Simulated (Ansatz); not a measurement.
# Decaying states in the gap of Sr2ZrSe4

A new crystal, Sr2ZrSe4: structure, gap and complex bands. It is built by putting Se for O, Zr for Hf in the Sr2HfO4 structure of space group I4/mmm, with the volume rescaled by atomic radii. The parent structure comes from the Materials Project.

Program: Ansatz 0.2.0. Level of theory: r2SCAN DFT, plane waves, PAW files, in the first sound run; inputs show where later runs differ. Results are calculated unless marked as measured.

The structure was built from a prototype and need not be the compound's stable phase.

## (1) The structure

It takes space group I4/mmm (No. 139, tetragonal). Conventional cell: a = 4.550 Å, b = 4.550 Å, c = 14.218 Å, α = 90.00°, β = 90.00°, γ = 90.00°. Nearest to Sr lie 9 Se at 2.69 to 3.23 Å. Nearest to Zr lie 6 Se at 2.27 to 2.33 Å. Nearest to Se lie 2 Zr at 2.27 Å and 4 Sr at 3.09 Å. Se has 1 Zr at 2.33 Å and 5 Sr at 2.69 to 3.23 Å nearest. It derives from Sr2HfO4. Se for O, Zr for Hf in the Sr2HfO4 structure of space group I4/mmm. Farther neighbours and most contacts between anions are not listed.

## (2) Cell and atoms at rest

The substituted atoms don't fit the parent's cell, so cell and atoms relax together. A small smearing keeps the run stable in case the gap closes on the way.

input.yaml reads:

```yaml
crystal:
  lattice:
    - [-2.2748515062, 2.2748515062, 7.1091135535]
    - [2.2748515062, -2.2748515062, 7.1091135535]
    - [2.2748515062, 2.2748515062, -7.1091135535]
  atoms:
    - { symbol: Sr, position: [0.64732453, 0.64732453, 0.0] }
    - { symbol: Sr, position: [0.35267547, 0.35267547, 0.0] }
    - { symbol: Zr, position: [0.0, 0.0, 0.0] }
    - { symbol: Se, position: [0.5, 0.0, 0.5] }
    - { symbol: Se, position: [0.0, 0.5, 0.5] }
    - { symbol: Se, position: [0.83630069, 0.83630069, 0.0] }
    - { symbol: Se, position: [0.16369931, 0.16369931, 0.0] }
kpoints:
  mp_grid: { grid: [6, 6, 6] }
scf:
  occupations: { method: gaussian, width: 0.03 }
hamiltonian:
  xc: r2scan
output:
  forces: true
  stress: true
relax:
  f_tol: 0.02
  max_steps: 60
  cell: {}
```

Run with:

```console
$ ansatz run input.yaml --threads 2 --pin off --max-ram 4096MiB --backend cpu --events-out ev --progress --plain --runs-dir out
```

Numbers of over 12 decimals in the logs are rounded to 6 here.

Output:

```text
basis.fft_grid_basis auto: the FFT boxes are laid along the combinations [[1, 0, 1], [0, 1, 1], [0, 0, 1]] of the cell's own vectors, 4.550, 4.550 and 7.803 Å long. The dense box has 36×36×60 points. Along the cell's own vectors, as sized, it would have 60×60×60, 2.78 times as many. Of the 16 symmetry operations that the crystal satisfies within crystal.symmetry.tolerance (time reversal apart; of a slab, those that k [...]
Engine: ansatz 0.2.0, x86_64-unknown-linux-gnu
Pseudopotentials: kind: paw
Pseudopotential: Sr, paw, valence charge 10, recommended cutoff 500 eV (meta_gga), Sr.paw.azcp
Pseudopotential: Zr, paw, valence charge 12, recommended cutoff 500 eV (meta_gga), Zr.paw.azcp
Pseudopotential: Se, paw, valence charge 16, recommended cutoff 500 eV (meta_gga), Se.paw.azcp
Functional definition: r2SCAN
  parameter k0 = 0.174
  parameter k1 = 0.065
  parameter a1 = 4.9479
  exchange = r2scan_x(k0 = k0, k1 = k1, a1 = a1)
  correlation = r2scan_c
Crystal: 7 atoms, lattice volume = 147.157 Å³
Basis set: ecut = 500 eV, 3733 PW (Γ), FFT grids on a1+a3, a2+a3, a3, exchange–correlation on 144×144×240 points (64 copies of the dense FFT grid, shifted against one another)
Bands: 58, of which v1, the nominal top of the filled ones, is band 48 counted from 1 (47 counted from 0)
Symmetry: 16 space group operations
Space group: I4/mmm (ITA 139), of the structure as read, at distance tolerance 5.3e-5 Å
k-points: 30 of 216
Non-local potential: Sr, projectors of the file, l = 0: 3, l = 1: 2, l = 2: 2
Non-local potential: Zr, projectors of the file, l = 0: 3, l = 1: 2, l = 2: 2, l = 3: 2
Non-local potential: Se, projectors of the file, l = 0: 2, l = 1: 2, l = 2: 3, l = 3: 1
PAW form: soft (Blöchl's): semilocal exchange-correlation on the pseudo side does not see the compensation charge
PAW frozen core: Sr, regenerated for the run's functional (the file was generated under x = pbe(κ = 0.804, μ = 0.219515), c = pbe(β = 0.066725))
PAW frozen core: Zr, regenerated for the run's functional (the file was generated under x = pbe(κ = 0.804, μ = 0.219515), c = pbe(β = 0.066725))
PAW frozen core: Se, regenerated for the run's functional (the file was generated under x = pbe(κ = 0.804, μ = 0.219515), c = pbe(β = 0.066725))
PAW one-centre angular grid: Sr, 302 points (default); XC on 160 Gauss nodes
PAW one-centre angular grid: Zr, 590 points (default); XC on 160 Gauss nodes
PAW one-centre angular grid: Se, 590 points (default); XC on 160 Gauss nodes
Initial density: superposition of atomic densities (neutral atoms: chi_scale 0, normalization atom), corrected by the library's trained network
Initial wavefunctions: pseudopotential atomic-orbital guess
Functional: x = r2scan, c = r2scan; τ floored in thin density (d = 2e-4 eV/Å³)
SCF iter   1: F=—  HF=-33223.886430 eV  |F-HF|=—  |Δ(HF+E_count)|=         —  Δρ=7.01e-3  dr2=1.03e-1  dr2_τ=1.68e-1  ethr=1.77e-3  ⟨swp⟩=8.6  Hψ=7703  notcnv=0  defer=7
preconditioner: auto → LDOS  [insulator: Δε(μ)=0.031 eV  Ē_g=13.310 eV  σ=0.030 eV  W_gap=0.54  n_scr=32 (ndim 8)  ℏωp=20.3 eV  f_vac=0.022  D(μ)=1.27/eV (n_scr^D=2)  ε∞_Penn≈3.3  β→1.0]
SCF iter   2: F=—  HF=-33224.207403 eV  |F-HF|=—  |Δ(HF+E_count)|=   3.21e-1  Δρ=4.42e-3  dr2=4.04e-2  dr2_τ=4.71e-3  ethr=1.07e-4  ⟨swp⟩=3.7  Hψ=3831  notcnv=0  defer=134
SCF iter   3: F=—  HF=-33224.187146 eV  |F-HF|=—  |Δ(HF+E_count)|=   2.03e-2  Δρ=1.22e-3  dr2=2.34e-3  dr2_τ=1.02e-4  ethr=4.21e-5  ⟨swp⟩=3.0  Hψ=3328  notcnv=0  defer=104
automatic band count: iteration 3 solves 57 bands in place of 58: the levels show a gap, and the empty bands left out lie too high to hold charge; the band table lists the bands solved (type scf.n_extra_bands for more)
SCF iter   4: F=—  HF=-33224.187078 eV  |F-HF|=—  |Δ(HF+E_count)|=   6.87e-5  Δρ=2.92e-4  dr2=2.10e-4  dr2_τ=1.07e-5  ethr=2.44e-6  ⟨swp⟩=2.0  Hψ=2880  notcnv=0  defer=104
SCF iter   5: F=—  HF=-33224.187038 eV  |F-HF|=—  |Δ(HF+E_count)|=   4.00e-5  Δρ=1.07e-4  dr2=4.36e-5  dr2_τ=1.57e-6  ethr=2.18e-7  ⟨swp⟩=3.0  Hψ=3555  notcnv=0  defer=104
SCF iter   6: F=—  HF=-33224.187191 eV  |F-HF|=—  |Δ(HF+E_count)|=   1.53e-4  Δρ=2.75e-5  dr2=5.73e-7  dr2_τ=1.67e-7  ethr=4.54e-8  ⟨swp⟩=2.0  Hψ=2144  notcnv=0  defer=104
SCF iter   7: F=-33224.187191 eV  HF=-33224.187191 eV  |F-HF|=6.03e-8  |Δ(HF+E_count)|=   3.87e-7  Δρ=9.79e-6  dr2=6.76e-8  dr2_τ=8.46e-9  ethr=1.04e-10  ⟨swp⟩=5.6  Hψ=6823  notcnv=0
SCF 1 converged in 7 iterations: F = -33224.187191 eV  dr2 = 6.76e-8
  greatest PAW one-centre occupation: 1.000 electrons in one spin orbital (limit 2), on the Se atom at site 4 (counted from 0), in its partial waves of l = 2
relax step   1: F+E_penalty+E_count = -33224.18719144 eV  Δ(F+E_penalty+E_count) = +0.000e0 eV  max|allowed force component| = 4.958e0 eV/Å  Δτ_max = 0.0000 Å  P = +43.508 GPa  Ω = 147.157 Å³  (7 SCF iters, dr2 threshold 1.00e-7 eV, accepted)
Crystal: 7 atoms, lattice volume = 168.379 Å³
Basis set: ecut = 500 eV, 4291 PW (Γ), FFT grids on a1+a3, a2+a3, a3, exchange–correlation on 144×144×240 points (64 copies of the dense FFT grid, shifted against one another)
Initial density: handed on by an earlier stage of this run
Initial wavefunctions: those handed on with the density
iter 1 solved again at ethr=7.05e-4 eV; its pass at ethr=3.10e-3 eV (dr2=6.77e-1 eV) is discarded
SCF iter   1: F=—  HF=-33228.020708 eV  |F-HF|=—  |Δ(HF+E_count)|=         —  Δρ=1.45e-2  dr2=6.99e-1  dr2_τ=9.12e-1  ethr=7.05e-4  ⟨swp⟩=1.1  Hψ=8920  notcnv=0
automatic band count: iteration 1 solves 55 bands in place of 58: the levels show a gap, and the empty bands left out lie too high to hold charge; the band table lists the bands solved (type scf.n_extra_bands for more)
preconditioner: auto → Resta (q_TF=auto, 2.484 Å⁻¹)  ε∞=3.4  [insulator: Δε(μ)=0.554 eV  Ē_g=12.348 eV  σ=0.030 eV  W_gap=1.00  n_scr=32 (ndim 8)  ℏωp=19.0 eV  f_vac=0.050  D(μ)=0.00/eV (n_scr^D=0)  ε∞_Penn≈3.4]
SCF iter   2: F=—  HF=-33228.858479 eV  |F-HF|=—  |Δ(HF+E_count)|=   8.38e-1  Δρ=5.40e-3  dr2=5.11e-2  dr2_τ=1.24e-2  ethr=7.05e-4  ⟨swp⟩=3.7  Hψ=2944  notcnv=0  defer=10
preconditioner: auto → LDOS  [insulator: Δε(μ)=0.037 eV  Ē_g=12.253 eV  σ=0.030 eV  W_gap=0.61  n_scr=32 (ndim 8)  ℏωp=19.0 eV  f_vac=0.047  D(μ)=1.30/eV (n_scr^D=2)  ε∞_Penn≈3.4  β→1.0]
SCF iter   3: F=—  HF=-33228.860901 eV  |F-HF|=—  |Δ(HF+E_count)|=   2.42e-3  Δρ=2.80e-3  dr2=5.06e-2  dr2_τ=1.17e-3  ethr=5.33e-5  ⟨swp⟩=3.4  Hψ=3586  notcnv=0  defer=54
SCF iter   4: F=—  HF=-33228.850518 eV  |F-HF|=—  |Δ(HF+E_count)|=   1.04e-2  Δρ=1.38e-3  dr2=8.09e-3  dr2_τ=1.63e-4  ethr=5.27e-5  ⟨swp⟩=8.3  Hψ=5331  notcnv=0  defer=115
[...]
SCF iter   8: F=-33230.502588 eV  HF=-33230.502588 eV  |F-HF|=2.66e-8  |Δ(HF+E_count)|=   3.88e-7  Δρ=4.71e-6  dr2=5.73e-8  dr2_τ=5.75e-9  ethr=7.29e-10  ⟨swp⟩=5.0  Hψ=6998  notcnv=0
SCF 3 converged in 8 iterations: F = -33230.502588 eV  dr2 = 5.73e-8
  greatest PAW one-centre occupation: 1.000 electrons in one spin orbital (limit 2), on the Se atom at site 3 (counted from 0), in its partial waves of l = 2
relax step   3: F+E_penalty+E_count = -33230.50258842 eV  Δ(F+E_penalty+E_count) = -1.653e0 eV  max|allowed force component| = 5.805e-1 eV/Å  Δτ_max = 0.0369 Å  P = +6.868 GPa  Ω = 190.252 Å³  energy of the carried Pulay correction = -5.358e-3 eV  (8 SCF iters, dr2 threshold 7.00e-7 eV, accepted)
[...]
relax step   4: F+E_penalty+E_count = -33230.88773817 eV  Δ(F+E_penalty+E_count) = -3.851e-1 eV  max|allowed force component| = 4.422e-2 eV/Å  Δτ_max = 0.0273 Å  P = +1.535 GPa  Ω = 203.917 Å³  energy of the carried Pulay correction = -6.786e-3 eV  (7 SCF iters, dr2 threshold 7.00e-7 eV, accepted)
[...]
relax step   5: F+E_penalty+E_count = -33230.91814167 eV  Δ(F+E_penalty+E_count) = -3.040e-2 eV  max|allowed force component| = 1.896e-1 eV/Å  Δτ_max = 0.0161 Å  P = -0.200 GPa  Ω = 210.834 Å³  energy of the carried Pulay correction = -7.468e-3 eV  (7 SCF iters, dr2 threshold 7.00e-7 eV, accepted)
[...]
relax step   6: F+E_penalty+E_count = -33230.92264081 eV  Δ(F+E_penalty+E_count) = -4.499e-3 eV  max|allowed force component| = 6.408e-2 eV/Å  Δτ_max = 0.0232 Å  P = -0.121 GPa  Ω = 210.015 Å³  energy of the carried Pulay correction = -7.388e-3 eV  (6 SCF iters, dr2 threshold 7.00e-7 eV, accepted)
[...]
relax step   7: F+E_penalty+E_count = -33230.92416078 eV  Δ(F+E_penalty+E_count) = -1.520e-3 eV  max|allowed force component| = 2.596e-2 eV/Å  Δτ_max = 0.0091 Å  P = +0.015 GPa  Ω = 209.406 Å³  energy of the carried Pulay correction = -7.329e-3 eV  (5 SCF iters, dr2 threshold 2.57e-7 eV, accepted)
[...]
relax step   8: F+E_penalty+E_count = -33230.92425338 eV  Δ(F+E_penalty+E_count) = -9.259e-5 eV  max|allowed force component| = 1.280e-4 eV/Å  Δτ_max = 0.0025 Å  P = -0.001 GPa  Ω = 209.413 Å³  energy of the carried Pulay correction = -7.330e-3 eV  (6 SCF iters, dr2 threshold 4.21e-8 eV, accepted)
Basis set: ecut = 500 eV, 5325 PW (Γ), FFT grids on a1+a3, a2+a3, a3, exchange–correlation on 160×160×256 points (64 copies of the dense FFT grid, shifted against one another)
Initial wavefunctions: pseudopotential atomic-orbital guess (no wavefunctions were taken with the density)
iter 1 solved again at ethr=7.64e-7 eV; its pass at ethr=3.10e-3 eV (dr2=7.33e-4 eV) is discarded
SCF iter   1: F=—  HF=-33230.907307 eV  |F-HF|=—  |Δ(HF+E_count)|=         —  Δρ=1.36e-3  dr2=1.73e-4  dr2_τ=4.78e-4  ethr=7.64e-7  ⟨swp⟩=3.7  Hψ=12512  notcnv=0
preconditioner: auto → Resta (q_TF=auto, 2.396 Å⁻¹)  ε∞=3.9  [insulator: Δε(μ)=0.308 eV  Ē_g=8.587 eV  σ=0.030 eV  W_gap=1.00  n_scr=50 (ndim 8)  ℏωp=14.5 eV  f_vac=0.071  D(μ)=0.00/eV (n_scr^D=0)  ε∞_Penn≈3.9]
SCF iter   2: F=—  HF=-33230.931284 eV  |F-HF|=—  |Δ(HF+E_count)|=   2.40e-2  Δρ=6.93e-4  dr2=4.38e-5  dr2_τ=3.14e-4  ethr=1.80e-7  ⟨swp⟩=2.0  Hψ=2850  notcnv=0
SCF iter   3: F=—  HF=-33230.936260 eV  |F-HF|=—  |Δ(HF+E_count)|=   4.98e-3  Δρ=1.38e-4  dr2=2.78e-6  dr2_τ=1.22e-5  ethr=4.57e-8  ⟨swp⟩=2.0  Hψ=2544  notcnv=0
SCF iter   4: F=—  HF=-33230.936489 eV  |F-HF|=—  |Δ(HF+E_count)|=   2.29e-4  Δρ=1.24e-5  dr2=9.66e-8  dr2_τ=5.17e-8  ethr=2.90e-9  ⟨swp⟩=2.0  Hψ=2850  notcnv=0
SCF iter   5: F=—  HF=-33230.936489 eV  |F-HF|=—  |Δ(HF+E_count)|=   4.62e-7  Δρ=4.97e-6  dr2=2.49e-8  dr2_τ=7.43e-9  ethr=1.01e-10  ⟨swp⟩=2.0  Hψ=3180  notcnv=0
SCF iter   6: F=—  HF=-33230.936489 eV  |F-HF|=—  |Δ(HF+E_count)|=   8.57e-8  Δρ=1.23e-6  dr2=6.87e-9  dr2_τ=6.69e-10  ethr=2.60e-11  ⟨swp⟩=2.0  Hψ=2850  notcnv=0
SCF iter   7: F=—  HF=-33230.936489 eV  |F-HF|=—  |Δ(HF+E_count)|=   2.94e-9  Δρ=3.86e-7  dr2=5.44e-10  dr2_τ=1.31e-11  ethr=7.16e-12  ⟨swp⟩=2.0  Hψ=2080  notcnv=0
SCF iter   8: F=-33230.936489 eV  HF=-33230.936489 eV  |F-HF|=2.18e-11  |Δ(HF+E_count)|=  1.82e-10  Δρ=9.86e-8  dr2=6.47e-11  dr2_τ=1.94e-12  ethr=1.00e-12  ⟨swp⟩=5.0  Hψ=6579  notcnv=0
SCF 9 converged in 8 iterations: F = -33230.936489 eV  dr2 = 6.47e-11
relax step   9: F+E_penalty+E_count = -33230.93648918 eV  Δ(F+E_penalty+E_count) = -1.224e-2 eV  max|allowed force component| = 1.514e-4 eV/Å  Δτ_max = 0.0000 Å  P = +0.018 GPa  Ω = 209.413 Å³  stress off target by 1.99e-2 GPa  SCF on the basis re-selected at this cell (its energy is not comparable with the rows above)  (8 SCF iters)
basis re-selected at this cell: Δ(F+E_penalty+E_count) = -1.224e-2 eV, ΔP = +0.019 GPa vs the last step (what re-selecting the basis moved, of the pressure what is left beyond the Pulay correction that the steps carried, after the strain that the cell walked since its last selection, with what the two solves' SCF thresholds leave and, on support functions, any second-order correction that the steps lacked; it is no measure of the basis error at this ecutwfc). The dense FFT grid was sized anew with the basis: this SCF ran on 40×40×64 points, the steps before it on 36×36×60, so part of this shift can come from that change (see relax.cell in the input reference). [rest of the remark cut]
SCF converged after 8 iterations
Free energy (F): -33230.936489 eV
Harris-Foulkes:  -33230.936489 eV  (|F-HF|=2.18e-11)
Internal energy: -33230.936489 eV  (E = F + TS)
E sigma→0 (E₀):  -33230.936489 eV
Fermi energy:    7.372412 eV
--- Per-component energies (eV) ---
  E_band       = -1985.987688
  E_kinetic    = 1300.516311
  E_local      = -13679.576357  (includes V_loc(G=0)·N_el)
  E_nonlocal   = -1906.169288
  E_hartree    = 6286.189674
  E_xc         = -880.182069
  E_vxc        = -994.355781  (∫ρ·V_xc dr)
  E_paw        = -16099.008943  (= ΣΔE_a)
  E_vpaw       = 669.132036  (= ΣTr[D̂ρ^β])
  E_aug_tail   = -0.000829  (compensation charges beyond the density's cutoff)
  E_vtau       = 52.087094  (kinetic-family band-sum trace: ∫τ·v_τ [+ j·A + Jᵃ·Aᵃ] dr)
  E_ewald      = -8245.189093
  E_core_change = -7.515896  (= ΣΔE_core)
  E_smearing   = -0.000000  (= −TS)
  E_closure    = 0.000000  (closes the sum)
  Σ components = -33230.936489   (vs F -33230.936489, Δ=0.00e0)
--- Forces (eV/Å), atoms counted from 1 ---
  atom   1  Sr     0.00000000     0.00000000     0.00015137
  atom   2  Sr    -0.00000000     0.00000000    -0.00015137
  atom   3  Zr    -0.00000000     0.00000000     0.00000000
  atom   4  Se     0.00000000     0.00000000     0.00000000
  atom   5  Se     0.00000000    -0.00000000    -0.00000000
  atom   6  Se     0.00000000    -0.00000000    -0.00004948
  atom   7  Se     0.00000000    -0.00000000     0.00004948
  max |Σ_I F_I| component: 3.25e-18 eV/Å
--- Stress (GPa, compression-positive) ---
        0.019879       0.000000       0.000000
        0.000000       0.019879       0.000000
        0.000000      -0.000000       0.014064
  P = ⅓ Tr σ = 0.0179 GPa (0.179 kbar)
--- Relaxed structure (8 steps of the walk, 8 accepted, 1 SCFs on fresh bases) ---
  F+E_penalty+E_count = -33230.93648918 eV   max|allowed force component| = 1.514e-4 eV/Å   (the final SCF, on the basis selected at the relaxed cell)
  cell:  # Å, volume = 209.4127 Å³
    - [-2.578676, 2.578676, 7.873169]
    - [2.578676, -2.578676, 7.873169]
    - [2.578676, 2.578676, -7.873169]
  atoms:
    - { symbol: Sr, position: [0.639765, 0.639765, 0] }
    - { symbol: Sr, position: [0.360235, 0.360235, 0] }
    - { symbol: Zr, position: [2.156909764352918e-19, 2.1569097643530167e-19, 0] }
    - { symbol: Se, position: [0.5, 2.156909764352912e-19, 0.5] }
    - { symbol: Se, position: [2.1569097643529175e-19, 0.5, 0.5] }
    - { symbol: Se, position: [0.829530, 0.829530, 0] }
    - { symbol: Se, position: [0.170470, 0.170470, 0] }
```

It took 47 s on 2 threads of AMD EPYC 9R45, shared host; peak memory 1.2 GiB.

Relaxation path:

| step | energy less that of the first step (eV) | largest force component (eV/Å) | pressure (GPa) | volume (Å³) |
| --- | --- | --- | --- | --- |
| 1 | 0.0000 | 4.9576 | 43.51 | 147.16 |
| 2 | -4.6626 | 0.6699 | 19.26 | 168.38 |
| 3 | -6.3154 | 0.5805 | 6.87 | 190.25 |
| 4 | -6.7005 | 0.0442 | 1.53 | 203.92 |
| 5 | -6.7310 | 0.1896 | -0.20 | 210.83 |
| 6 | -6.7355 | 0.0641 | -0.12 | 210.01 |
| 7 | -6.7370 | 0.0260 | 0.02 | 209.41 |
| 8 | -6.7371 | 0.0001 | 0.00 | 209.41 |
| 9* | -6.7493 | 0.0002 | 0.02 | 209.41 |

Relaxation steps marked * repeat the geometry before them on a plane-wave basis chosen anew for their cell, so energy and pressure can jump there.

The run keeps the 16 symmetry operations that it works with, so distortions that break them were not tested.

| cell as run | before | after | change |
| --- | --- | --- | --- |
| a (Å) | 7.803 | 8.677 | +11.2 % |
| b (Å) | 7.803 | 8.677 | +11.2 % |
| c (Å) | 7.803 | 8.677 | +11.2 % |
| α (°) | 146.10 | 145.42 | -0.5 % |
| β (°) | 146.10 | 145.42 | -0.5 % |
| γ (°) | 48.70 | 49.71 | +2.1 % |
| volume (Å³/atom) | 21.02 | 29.92 | +42.3 % |

The atoms that moved most (Å, as changes of fractional coordinates times the final cell):

```
atom     dx     dy      dz  length
 Sr1  0.000  0.000  -0.119   0.119
 Sr2  0.000  0.000   0.119   0.119
 Se6  0.000  0.000  -0.107   0.107
 Se7  0.000  0.000   0.107   0.107
```

This step gave:

```
free energy  : -33230.9365 eV
Fermi energy : 7.372 eV
pressure     : 0.01794 GPa
```

The largest force component on a free atom ends at 1.5e-4 eV/Å.

## (3) Band edges

The energy window and the wavevectors of the next steps follow from the band edges, so these are searched first, off the mesh as well.

input.yaml reads:

```yaml
crystal:
  lattice:
    - [-2.5786759036, 2.5786759036, 7.8731691575]
    - [2.5786759036, -2.5786759036, 7.8731691575]
    - [2.5786759036, 2.5786759036, -7.8731691575]
  atoms:
    - { symbol: Sr, position: [0.6397653718, 0.6397653718, 0.0] }
    - { symbol: Sr, position: [0.3602346282, 0.3602346282, 0.0] }
    - { symbol: Zr, position: [0.0, 0.0, 0.0] }
    - { symbol: Se, position: [0.5, 0.0, 0.5] }
    - { symbol: Se, position: [0.0, 0.5, 0.5] }
    - { symbol: Se, position: [0.8295296494, 0.8295296494, 0.0] }
    - { symbol: Se, position: [0.1704703506, 0.1704703506, 0.0] }
kpoints:
  mp_grid: { grid: [8, 8, 8] }
  band_path: { path: [VBM, CBM], npoints: 30 }
scf:
  occupations: { method: fixed }
hamiltonian:
  xc: r2scan
output:
  eigenvalues: true
  write_potential: true
  write_density: true
  volumetric_format: npy
```

Output:

```text
[...]
Crystal: 7 atoms, lattice volume = 209.413 Å³
Basis set: ecut = 500 eV, 5325 PW (Γ), FFT grids on a1−a2, a2, a1+a3, exchange–correlation on 216×256×160 points (64 copies of the dense FFT grid, shifted against one another)
Bands: 58, of which v1, the nominal top of the filled ones, is band 48 counted from 1 (47 counted from 0)
Symmetry: 16 space group operations
[...]
k-points: 59 of 512
[...]
SCF iter   1: F=—  HF=-33230.880952 eV  |F-HF|=—  |Δ(HF+E_count)|=         —  Δρ=7.39e-3  dr2=3.19e-1  dr2_τ=4.25e-2  ethr=1.77e-3  ⟨swp⟩=5.0  Hψ=11466  notcnv=0  defer=372
[...]
SCF iter   8: F=-33230.937802 eV  HF=-33230.937802 eV  |F-HF|=1.67e-8  |Δ(HF+E_count)|=   1.17e-7  Δρ=3.29e-6  dr2=4.37e-8  dr2_τ=4.13e-9  ethr=1.04e-10  ⟨swp⟩=14.6  Hψ=17464  notcnv=0
SCF 1 converged in 8 iterations: F = -33230.937802 eV  dr2 = 4.37e-8
[...]
NSCF: frozen V_eff on 30 k-points
[...]
SCF converged after 8 iterations
Free energy (F): -33230.937802 eV
[...]
Internal energy: -33230.937802 eV  (E = F + TS)
E sigma→0 (E₀):  -33230.937802 eV
Fermi energy:    7.218858 eV
[...]
--- Band table (eV; the first three rows and the last of 59) ---
  k-point 0: bands = [... 44 lower, 6.0043, 6.7292, 6.8833, 6.8833, 7.5279, 8.5889, 8.5889, 9.6050, ... 6 higher]
  k-point 1: bands = [... 44 lower, 5.9523, 6.3994, 6.6389, 6.6809, 8.1926, 8.6623, 8.8345, 10.2338, ... 6 higher]
  k-point 2: bands = [... 44 lower, 5.8347, 6.1775, 6.4551, 6.6450, 9.0505, 9.1290, 9.3890, 10.9840, ... 6 higher]
  k-point 58: bands = [... 44 lower, 5.7661, 5.8305, 6.4978, 6.4978, 7.5335, 9.2215, 9.2215, 9.5375, ... 6 higher]
```

The job ended after 37 s (2 threads; peak memory 1.4 GiB).

This step gave:

```yaml
free_energy: -33230.9378 eV
fermi_energy: 7.219 eV
gap_on_the_k_mesh: 0.3090 eV
gap_on_path: 0.3090 eV, by band count; negative where bands overlap
direct_gap_on_path: 0.6446 eV
edge_places_on_path: 0, 0.8615 1/A along the path
```

Electronic bands along the path, in eV, zero at the Fermi level (highest filled level under fixed occupations); v1 is the highest filled band, c1 the lowest empty one:

```
  point     v4     v3     v2     v1    c1    c2    c3    c4
    VBM  -1.14  -0.98  -0.43   0.00  2.92  2.96  3.13  3.71
halfway  -1.38  -1.04  -0.76  -0.57  1.83  1.91  2.17  3.77
    CBM  -1.21  -0.49  -0.34  -0.34  0.31  1.37  1.37  2.39
```

The searched edges give 0.309 eV, as on the mesh.

(Part 1 of 3 ends here.)

[Logs are printed without paths, hosts, clocks, repeated set-up lines and the standing remarks that a program may print on its own settings, such as how far it seeks lower states.]

[Hosts, paths, dates, database ids (printed as entryN), source tags and the programs' standing remarks are cut or masked in the printed files.]
